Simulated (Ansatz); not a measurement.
# How many bands does the GW gap of KCl (Sylvite) need?

Aim: see how the G0W0 gap of KCl (Sylvite) on PBE moves with empty bands and screening cutoff, and what each rung costs.

Method: G0W0 on PBE, plane waves, PAW, in Ansatz 0.2.0.

## Step 1: The structure

Symmetry: Fm-3m, No. 225, cubic system. The conventional cell has a = 6.293 Å, b = 6.293 Å, c = 6.293 Å, α = 90.00°, β = 90.00°, γ = 90.00°. Nearest to K lie 6 Cl at 3.15 Å. Nearest to Cl lie 6 K at 3.15 Å. Farther neighbours and most contacts between anions are not listed.

The cell and positions come from the Crystallography Open Database and are kept as given unless a step says otherwise. The default PAW set here is soft_2. Its files were made with PBE.

## Step 2: 65 empty bands, screening to 60 eV

Now the one-shot GW correction: screening in the RPA, then the self-energy of the levels asked for.

File input.yaml:

```yaml
crystal:
  lattice:
    - [0.0, 3.14647, 3.14647]
    - [3.14647, 0.0, 3.14647]
    - [3.14647, 3.14647, 0.0]
  atoms:
    - { symbol: K, position: [0.0, 0.0, 0.0] }
    - { symbol: Cl, position: [0.5, 0.5, 0.5] }
kpoints:
  mp_grid: { grid: [4, 4, 4] }
hamiltonian:
  xc: pbe
scf:
  occupations: { method: fixed }
gw:
  n_empty_bands: 65
  ecut_chi: 60
  qp_bands: [v2, c2]
  qp_kpoints: band_edges
  screening: { model: contour_deformation }
```

Started as:

```bash
ansatz run input.yaml --threads 3 --pin off --max-ram 92160MiB --backend cuda --events-out ev --progress --plain --runs-dir out --devices 1 --max-vram 13GiB
```

Numbers of over 12 decimals in the logs are rounded to 6 here.

The log of the run:

```text
GPUs: using 1 of 1 available (devices: 1).
Engine: ansatz 0.2.0, x86_64-unknown-linux-gnu
Pseudopotentials: kind: paw
Pseudopotential: K, paw, valence charge 9, recommended cutoff 420 eV (normal), K.paw.azcp
Pseudopotential: Cl, paw, valence charge 7, recommended cutoff 420 eV (normal), Cl.paw.azcp
Functional definition: PBE
  parameter kappa = 0.804
  parameter beta = 0.066725
  exchange = pbe_x(kappa = kappa, mu = beta*pi^2/3)
  correlation = pbe_c(beta = beta)
device memory: the entry about to start is reckoned to put 0.8 GiB on a device that reports 58.4 GiB free (of which the cap on the GPU budget leaves the run 13.0 GiB)
GPU FFT provider: cuFFT
GPU libraries: cuBLAS 13.8.2, cuFFT 12.4.0, cuSOLVER 12.3.4
Crystal: 2 atoms, lattice volume = 62.302 Å³
Basis set: ecut = 420 eV, 1243 PW (Γ)
Bands: 12, of which v1, the nominal top of the filled ones, is band 8 counted from 1 (7 counted from 0)
Symmetry: 48 space group operations
Space group: Fm-3m (ITA 225), of the structure as read, at distance tolerance 4.0e-5 Å
k-points: 8 of 64
Non-local potential: K, projectors of the file, l = 0: 3, l = 1: 2, l = 2: 2
Non-local potential: Cl, projectors of the file, l = 0: 2, l = 1: 2, l = 2: 2
PAW form: soft (Blöchl's): semilocal exchange-correlation on the pseudo side does not see the compensation charge
PAW one-centre angular grid: K, 110 points (default); XC on 64 Gauss nodes
PAW one-centre angular grid: Cl, 110 points (default); XC on 64 Gauss nodes
Initial density: superposition of atomic densities (neutral atoms: chi_scale 0, normalization atom), corrected by the library's trained network
Initial wavefunctions: pseudopotential atomic-orbital guess
GPU buffer pool allocated for 27000 grid points (all kernels)
GPU transforms: local potential and band sums: pruned to the plane-wave sphere, on 30×30×30
Functional: x = pbe(κ = 0.804, μ = 0.219515), c = pbe(β = 0.066725)
SCF iter   1: F=—  HF=-2621.220130 eV  |F-HF|=—  |Δ(HF+E_count)|=         —  Δρ=2.11e-4  dr2=1.54e-5  ethr=1.77e-3  ⟨swp⟩=4.4  Hψ=520  notcnv=0  defer=12
preconditioner: auto → none  [insulator: Δε(μ)=5.182 eV  Ē_g=15.281 eV  n_scr=14 (ndim 8)  ℏωp=17.6 eV  f_vac=0.081  ε∞_Penn≈2.3]
SCF iter   2: F=—  HF=-2621.219890 eV  |F-HF|=—  |Δ(HF+E_count)|=   2.40e-4  Δρ=2.71e-4  dr2=6.80e-5  ethr=9.63e-8  ⟨swp⟩=3.4  Hψ=295  notcnv=0  defer=13
SCF iter   3: F=—  HF=-2621.219875 eV  |F-HF|=—  |Δ(HF+E_count)|=   1.44e-5  Δρ=1.55e-4  dr2=2.10e-5  ethr=9.63e-8  ⟨swp⟩=2.0  Hψ=128  notcnv=0  defer=13
SCF iter   4: F=—  HF=-2621.219873 eV  |F-HF|=—  |Δ(HF+E_count)|=   2.09e-6  Δρ=5.52e-5  dr2=2.56e-6  ethr=9.63e-8  ⟨swp⟩=2.0  Hψ=152  notcnv=0  defer=14
SCF iter   5: F=—  HF=-2621.219872 eV  |F-HF|=—  |Δ(HF+E_count)|=   6.82e-7  Δρ=2.19e-5  dr2=3.97e-7  ethr=1.60e-8  ⟨swp⟩=2.0  Hψ=117  notcnv=0  defer=14
SCF iter   6: F=-2621.219872 eV  HF=-2621.219872 eV  |F-HF|=3.07e-8  |Δ(HF+E_count)|=   1.20e-7  Δρ=6.80e-6  dr2=3.83e-8  ethr=6.25e-10  ⟨swp⟩=4.4  Hψ=435  notcnv=0
SCF 1 converged in 6 iterations: F = -2621.219872 eV  dr2 = 3.83e-8
  greatest PAW one-centre occupation: 0.987 electrons in one spin orbital (limit 2), on the K atom at site 0 (counted from 0), in its partial waves of l = 0
device memory: the entry about to start is reckoned to put 1.2 GiB on a device that reports 58.6 GiB free (of which the cap on the GPU budget leaves the run 13.0 GiB)
NSCF: frozen V_eff on 8 k-points
the band table was solved once the SCF had ended and its energy, with any forces and stress, was formed, with the checks that follow a solve (602 applications of the Hamiltonian). They found nothing against the state; the energy, forces and stress were not computed again (output.eigenvalues in the input reference)
device memory: the entry about to start is reckoned to put 1.8 GiB on a device that reports 57.7 GiB free (of which the cap on the GPU budget leaves the run 13.0 GiB)
NSCF: frozen V_eff on 8 k-points
G₀W₀ screening: q 1/8
[... further progress lines ...]
device memory: the entry about to start is reckoned to put 0.3 GiB on a device that reports 57.8 GiB free (of which the cap on the GPU budget leaves the run 13.0 GiB)
NSCF: frozen V_eff on 1 k-points
SCF converged after 6 iterations
Free energy (F): -2621.219872 eV
Harris-Foulkes:  -2621.219872 eV  (|F-HF|=3.07e-8)
Internal energy: -2621.219872 eV  (E = F + TS)
E sigma→0 (E₀):  -2621.219872 eV
Fermi energy:    0.853681 eV
--- Per-component energies (eV) ---
  E_band       = -131.537324
  E_kinetic    = 416.295583
  E_local      = -835.243276  (includes V_loc(G=0)·N_el)
  E_nonlocal   = 41.058505
  E_hartree    = 280.134008
  E_xc         = -243.261756
  E_vxc        = -288.141458  (∫ρ·V_xc dr)
  E_paw        = -1441.182376  (= ΣΔE_a)
  E_vpaw       = -25.772280  (= ΣTr[D̂ρ^β])
  E_aug_tail   = 0.000085  (compensation charges beyond the density's cutoff)
  E_ewald      = -839.020646
  E_smearing   = -0.000000  (= −TS)
  E_closure    = 0.000000  (closes the sum)
  Σ components = -2621.219872   (vs F -2621.219872, Δ=0.00e0)
--- Band table (eV; the first three rows and the last of 8) ---
  k-point 0: bands = [... 4 lower, -9.7997, 0.8537, 0.8537, 0.8537, 6.0426, 9.2168, 9.2168, 9.2168]
  k-point 1: bands = [... 4 lower, -9.6738, 0.2677, 0.6853, 0.6853, 7.2988, 9.0094, 9.9621, 9.9621]
  k-point 2: bands = [... 4 lower, -9.5596, -0.1989, 0.5285, 0.5285, 8.4347, 9.4560, 11.3516, 11.3516]
  k-point 7: bands = [... 4 lower, -9.7107, 0.3673, 0.3817, 0.3817, 8.8818, 8.8818, 10.2917, 10.7063]
--- G₀W₀: contour deformation, 5 samples at zero and on the imaginary axis and 2 off it, 64 q-points, 65 empty bands' worth ---
  eigenvalues of the whole cell's RPA ε∞ on this k-mesh (on a slab, of 1 + 4πα/V) = 2.1768, 2.1768, 2.1768; static W/v taken at q = 0 is 0.459381
  gw.qp_kpoints: band_edges: 8 of 8 stored k-points solved, in 1 pass; an edge of the gap read off the rows below is read off those points alone
    ik  band        ε_KS         Σx   Σc(E_QP)       V_xc       Z   E_QP_lin       E_QP  E_QP is
     0     7      0.8537   -20.8086     2.7553   -16.3627  0.8077    -0.8709    -0.8369  root
     0     8      0.8537   -20.8086     2.7553   -16.3627  0.8077    -0.8709    -0.8369  root
     0     9      6.0426    -4.2173    -2.9362    -7.9235  0.8700     6.8169     6.8126  root
     0    10      9.2168    -4.2390    -3.1822    -9.1828  0.8623    11.0069    10.9782  root
     1     7      0.6853   -20.4939     2.7626   -16.0092  0.8069    -1.0731    -1.0367  root
     1     8      0.6853   -20.4939     2.7626   -16.0092  0.8069    -1.0731    -1.0367  root
     1     9      7.2988    -4.8886    -2.9603    -8.7549  0.8630     8.2113     8.2048  root
     1    10      9.0094    -4.2258    -3.1032    -8.8044  0.8597    10.5053    10.4848  root
     2     7      0.5285   -20.2341     2.7768   -15.7049  0.8060    -1.2628    -1.2239  root
     2     8      0.5285   -20.2341     2.7768   -15.7049  0.8060    -1.2628    -1.2239  root
     2     9      8.4347    -3.7763    -2.9347    -7.5987  0.8643     9.3290     9.3224  root
     2    10      9.4560    -5.6962    -3.2317   -10.4366  0.8464    10.9901    10.9647  root
     3     7      0.7244   -20.6288     2.7656   -16.1393  0.8075    -1.0356    -0.9994  root
     3     8      0.7244   -20.6288     2.7656   -16.1393  0.8075    -1.0356    -0.9994  root
     3     9      7.4981    -4.8466    -3.0226    -8.8575  0.8625     8.4942     8.4864  root
     3    10      8.0938    -3.5355    -2.9891    -7.8844  0.8669     9.4690     9.4536  root
     4     7      0.4560   -20.1759     2.7812   -15.6122  0.8067    -1.3670    -1.3265  root
     4     8      0.5794   -20.4003     2.7799   -15.8690  0.8066    -1.2103    -1.1720  root
     4     9      8.2400    -3.8153    -2.9752    -8.0513  0.8644     9.5144     9.5007  root
     4    10      9.1302    -5.0349    -3.1487    -9.4079  0.8537    10.3692    10.3544  root
     5     7      0.5283   -20.2822     2.7694   -15.7406  0.8075    -1.2831    -1.2438  root
     5     8      0.5418   -20.2760     2.7782   -15.7478  0.8061    -1.2469    -1.2082  root
     5     9      8.4818    -4.9399    -3.0551    -9.0915  0.8575     9.5891     9.5782  root
     5    10      8.9755    -4.2449    -3.0636    -8.6727  0.8586    10.3575    10.3398  root
     6     7      0.6308   -20.5691     2.7841   -16.0342  0.8072    -1.1579    -1.1200  root
     6     8      0.6308   -20.5691     2.7841   -16.0342  0.8072    -1.1579    -1.1200  root
     6     9      7.3802    -3.3440    -2.8859    -7.4438  0.8696     8.6056     8.5941  root
     6    10      9.1919    -4.4950    -3.2378    -9.0146  0.8625    10.4878    10.4737  root
     7     7      0.3817   -20.1252     2.7886   -15.5257  0.8072    -1.4714    -1.4293  root
     7     8      0.3817   -20.1252     2.7886   -15.5257  0.8072    -1.4714    -1.4293  root
     7     9      8.8818    -4.2775    -3.0569    -8.6986  0.8586    10.2637    10.2461  root
     7    10      8.8818    -4.2775    -3.0569    -8.6986  0.8586    10.2637    10.2461  root
```

Wall time 12 s (1 × NVIDIA H100 80GB HBM3 (shared by 6 runs) with 3 threads of AMD EPYC 7R13 (Zen 3), shared host); peak memory 0.98 GiB.

The column dr2 measures how far the density is from self-consistency, as an energy; F and HF (Harris–Foulkes) agree once it is small.

This step gave:

```yaml
bands_summed: 73
rpa_eps_infinity_on_this_mesh_eigenvalues: 2.177, 2.177, 2.177
plane_waves_in_the_screening_matrix: 59
q_points_in_the_mesh: 64
g0w0_gap_on_the_mesh: 7.650 eV
k_of_the_valence_top: 0, 0, 0
k_of_the_conduction_bottom: 0, 0, 0
starting_gap_on_the_mesh: 5.189 eV
z_at_the_valence_top: 0.8077
z_at_the_conduction_bottom: 0.8700
least_direct_g0w0_gap_on_the_computed_points: 7.650 eV
```

The gap on the mesh goes from 5.19 eV to 7.65 eV, a correction of +2.46 eV. Between the two edge states, bare exchange in place of the xc potential would open the gap by 8.15 eV, and correlation takes back 5.69 eV.

## Step 3: 185 empty bands, screening to 120 eV

Another rung: the empty bands reach about as high as the screening cutoff, so the two stay in balance.

input.yaml, as its differences from that of step 2:

```diff
@@ -15,4 +15,4 @@
 gw:
-  n_empty_bands: 65
-  ecut_chi: 60
+  n_empty_bands: 185
+  ecut_chi: 120
   qp_bands: [v2, c2]
```

The log of the run:

```text
GPUs: using 1 of 1 available (devices: 1).
[...]
GPU FFT provider: cuFFT
GPU libraries: cuBLAS 13.8.2, cuFFT 12.4.0, cuSOLVER 12.3.4
Crystal: 2 atoms, lattice volume = 62.302 Å³
Basis set: ecut = 420 eV, 1243 PW (Γ)
Bands: 12, of which v1, the nominal top of the filled ones, is band 8 counted from 1 (7 counted from 0)
Symmetry: 48 space group operations
[...]
k-points: 8 of 64
[...]
GPU buffer pool allocated for 27000 grid points (all kernels)
[...]
SCF iter   1: F=—  HF=-2621.220130 eV  |F-HF|=—  |Δ(HF+E_count)|=         —  Δρ=2.11e-4  dr2=1.54e-5  ethr=1.77e-3  ⟨swp⟩=4.4  Hψ=520  notcnv=0  defer=12
[...]
SCF iter   6: F=-2621.219872 eV  HF=-2621.219872 eV  |F-HF|=3.07e-8  |Δ(HF+E_count)|=   1.20e-7  Δρ=6.80e-6  dr2=3.83e-8  ethr=6.25e-10  ⟨swp⟩=4.4  Hψ=435  notcnv=0
SCF 1 converged in 6 iterations: F = -2621.219872 eV  dr2 = 3.83e-8
[...]
NSCF: frozen V_eff on 8 k-points
[...]
G₀W₀ screening: q 1/8
[... further progress lines ...]
[...]
SCF converged after 6 iterations
Free energy (F): -2621.219872 eV
[...]
Internal energy: -2621.219872 eV  (E = F + TS)
E sigma→0 (E₀):  -2621.219872 eV
Fermi energy:    0.853681 eV
[...]
--- Band table (eV; the first three rows and the last of 8) ---
  k-point 0: bands = [... 4 lower, -9.7997, 0.8537, 0.8537, 0.8537, 6.0426, 9.2168, 9.2168, 9.2168]
  k-point 1: bands = [... 4 lower, -9.6738, 0.2677, 0.6853, 0.6853, 7.2988, 9.0094, 9.9621, 9.9621]
  k-point 2: bands = [... 4 lower, -9.5596, -0.1989, 0.5285, 0.5285, 8.4347, 9.4560, 11.3516, 11.3516]
  k-point 7: bands = [... 4 lower, -9.7107, 0.3673, 0.3817, 0.3817, 8.8818, 8.8818, 10.2917, 10.7063]
[...]
bands read: the sum over 193 bands ends inside a degenerate multiplet in 3 slots, whose members it reads at an even weight; the widest, k=0: bands 192 to 194 (counted from 1) at 2/3 each
[...]
0     7      0.8537   -20.8086     2.4583   -16.3627  0.8008    -1.1828    -1.1340  root
     0     8      0.8537   -20.8086     2.4583   -16.3627  0.8008    -1.1828    -1.1340  root
     0     9      6.0426    -4.2173    -3.0044    -7.9235  0.8683     6.7479     6.7444  root
     0    10      9.2168    -4.2390    -3.3558    -9.1828  0.8604    10.8274    10.8047  root
     1     7      0.6853   -20.4939     2.4760   -16.0092  0.8003    -1.3747    -1.3233  root
     1     8      0.6853   -20.4939     2.4760   -16.0092  0.8003    -1.3747    -1.3233  root
     1     9      7.2988    -4.8886    -3.0689    -8.7549  0.8608     8.1011     8.0962  root
     1    10      9.0094    -4.2258    -3.2648    -8.8044  0.8579    10.3390    10.3231  root
[...]
7     7      0.3817   -20.1252     2.5203   -15.5257  0.8009    -1.7552    -1.6976  root
     7     8      0.3817   -20.1252     2.5203   -15.5257  0.8009    -1.7552    -1.6976  root
     7     9      8.8818    -4.2775    -3.2159    -8.6986  0.8568    10.1004    10.0870  root
     7    10      8.8818    -4.2775    -3.2159    -8.6986  0.8568    10.1004    10.0870  root
```

It took 12 s on 1 × NVIDIA H100 80GB HBM3 (shared by 6 runs) with 3 threads; peak memory 1.1 GiB.

Numbers from this step:

* bands summed: 193
* RPA ε∞ on this mesh (eigenvalues): 2.174, 2.174, 2.174
* plane waves in the screening matrix: 169
* q-points in the mesh: 64
* G0W0 gap on the mesh: 7.878 eV
* k of the valence top: 0, 0, 0
* k of the conduction bottom: 0, 0, 0
* starting gap on the mesh: 5.189 eV
* Z at the valence top: 0.8008
* Z at the conduction bottom: 0.8683
* least direct G0W0 gap on the computed points: 7.878 eV

Against the run with 4×4×4 mesh, 65 empty bands, screening to 60 eV, the gap moves by +0.23 eV.

## Step 4: 400 empty bands, screening to 200 eV

input.yaml, as its differences from that of step 3:

```diff
@@ -15,4 +15,4 @@
 gw:
-  n_empty_bands: 185
-  ecut_chi: 120
+  n_empty_bands: 400
+  ecut_chi: 200.0
   qp_bands: [v2, c2]
```

The log of the run:

```text
GPUs: using 1 of 1 available (devices: 1).
[...]
GPU FFT provider: cuFFT
GPU libraries: cuBLAS 13.8.2, cuFFT 12.4.0, cuSOLVER 12.3.4
Crystal: 2 atoms, lattice volume = 62.302 Å³
Basis set: ecut = 420 eV, 1243 PW (Γ)
Bands: 12, of which v1, the nominal top of the filled ones, is band 8 counted from 1 (7 counted from 0)
Symmetry: 48 space group operations
[...]
k-points: 8 of 64
[...]
1    10      9.0094    -4.2258    -3.3418    -8.8044  0.8572    10.2601    10.2462  root
[...]
7     7      0.3817   -20.1252     2.3377   -15.5257  0.7992    -1.9504    -1.8801  root
     7     8      0.3817   -20.1252     2.3377   -15.5257  0.7992    -1.9504    -1.8801  root
     7     9      8.8818    -4.2775    -3.2946    -8.6986  0.8561    10.0199    10.0083  root
     7    10      8.8818    -4.2775    -3.2946    -8.6986  0.8561    10.0199    10.0083  root
[key lines of the parts left out:]
SCF converged after 6 iterations
Free energy (F): -2621.219872 eV
Fermi energy:    0.853681 eV
```

Elapsed: 11 s, on 1 × NVIDIA H100 80GB HBM3 (shared by 6 runs) with 3 threads; peak memory 1.3 GiB.

This step gave:

```
bands summed                                 : 408
RPA ε∞ on this mesh (eigenvalues)            : 2.173, 2.173, 2.173
plane waves in the screening matrix          : 411
G0W0 gap on the mesh                         : 8.012 eV
k of the valence top                         : 0, 0, 0
k of the conduction bottom                   : 0, 0, 0
starting gap on the mesh                     : 5.189 eV
least direct G0W0 gap on the computed points : 8.012 eV
```

Against the run with 4×4×4 mesh, 185 empty bands, screening to 120 eV, the gap moves by +0.13 eV.

[end of part 1 of 2]

[Paths, hosts, dates, memory and timing lines, banners, echoed tables and standing remarks are left out of the program output.]

[Logs are printed without paths, hosts, clocks, repeated set-up lines and the standing remarks that a program may print on its own settings, such as how far it seeks lower states.]

[Runs of the session that timed out or met a known fault of the program may be left out.]

[Cells called generated may have been cut or substituted from an entry of the Crystallography Open Database or the Materials Project.]

[Hosts, paths, dates, database ids (printed as entryN), source tags and the programs' standing remarks are cut or masked in the printed files.]
